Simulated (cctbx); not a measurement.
## Diagnosing a refinement

Cell a = 9.0300 Å, b = 9.0300 Å, c = 17.4400 Å, α = 90.00°, β = 90.00°, γ = 120.00°; space group R-3 (no. 148).

The data are simulated with cctbx, not measured: Mo Kα, λ = 0.71073 Å, to d = 0.8 Å, 95 % of the full sphere, strongest reflection 70000 counts, noise from counting, a 4 % proportional error and a noise floor of 15 counts (s.d.); no absorption.

An anisotropic refinement with weights 1/σ² prints:

```text
Rint 0.030, 566 unique reflections to 0.80 A
cycle     R1     wR2    GooF  max shift (A)
   1  0.1643  0.4403  18.293   0.00618
   2  0.1282  0.3364  13.974   0.00001
final R1 0.1282 wR2 0.3364 GooF 13.974  parameters 14  data/parameter 40.4
atom        x        y        z      Ueq    occ   su(xyz)  su(Uiso or U11)
Pr1    0.32176  0.91366  0.07376   0.0132  1.000  0.00024  0.0013
Pr2    0.33333  0.66667  0.46207   0.0143  1.000  0.00018  0.0013
Pr3    0.00000  0.00000  0.00000   0.0141  1.000  0.00000  0.0016
difference map: max 26.36 min -3.03 rms 1.90
Q1    0.0248  0.4043  0.5741   18   26.93  2.92 A from Pr1
Q2    0.0000  0.0000  0.2029    6   16.20  0.03 A from Pr2
Q3    0.0000  0.0000  0.0000    3   15.68  0.00 A from Pr3
Q4    0.0208  0.7613  0.5916   18   15.61  0.08 A from Pr1
Q5    0.0000  0.0000  0.4063    6    2.27  2.28 A from Pr1
Q6    0.0000  0.0000  0.5000    3    2.09  2.80 A from Pr1
```

Q: Accept it or mend it, and why?

Mend it. The fault: an atom left out, Al at (0.9268, 0.2829, 0.2415). Against the right model at the same level, R1 goes from 0.0084 to 0.1282 and GooF from 0.91 to 13.97, U of Pr1 shrinks from 0.0191 to 0.0132 Å², U of Pr2 shrinks from 0.0198 to 0.0143 Å², U of Pr3 shrinks from 0.0193 to 0.0141 Å² and the top difference peak, 26.9 e/Å³, lies 2.92 Å from Pr1. Q1 is the missing atom. With scattering power missing, scale and phases suffer, so peaks may also grow on the heavy atoms.

The compound is Pr3Al2. The right model at the same level gives:

```text
Rint 0.030, 566 unique reflections to 0.80 A
cycle     R1     wR2    GooF  max shift (A)
   1  0.0733  0.2498  10.464   0.01631
   2  0.0084  0.0218   0.913   0.00002
final R1 0.0084 wR2 0.0218 GooF 0.913  parameters 23  data/parameter 24.6
atom        x        y        z      Ueq    occ   su(xyz)  su(Uiso or U11)
Pr1    0.32130  0.91312  0.07380   0.0191  1.000  0.00002  0.0001
Pr2    0.33333  0.66667  0.46220   0.0198  1.000  0.00001  0.0001
Pr3    0.00000  0.00000  0.00000   0.0193  1.000  0.00000  0.0001
Al1    0.92669  0.28285  0.24151   0.0413  1.000  0.00013  0.0004
difference map: max 0.56 min -0.37 rms 0.11
Q1    0.0000  0.0000  0.5000    3    0.56  2.80 A from Pr1
Q2    0.0000  0.0000  0.0688    6    0.36  1.20 A from Pr3
Q3    0.0317  0.6160  0.5090   18    0.35  1.52 A from Al1
Q4    0.0231  0.1696  0.6825   18    0.34  2.35 A from Pr1
Q5    0.9993  0.3973  0.9875   18    0.33  1.68 A from Pr1
Q6    0.0514  0.6258  0.9141   18    0.33  1.15 A from Pr1
```

The model is made up (kin elements in a known structure type, no relaxation), so it says nothing on whether the phase exists.

[Middle refinement cycles are left out of these outputs.]

[Logs are printed without paths, hosts, clocks, repeated set-up lines and the standing remarks that a program may print on its own settings, such as how far it seeks lower states.]
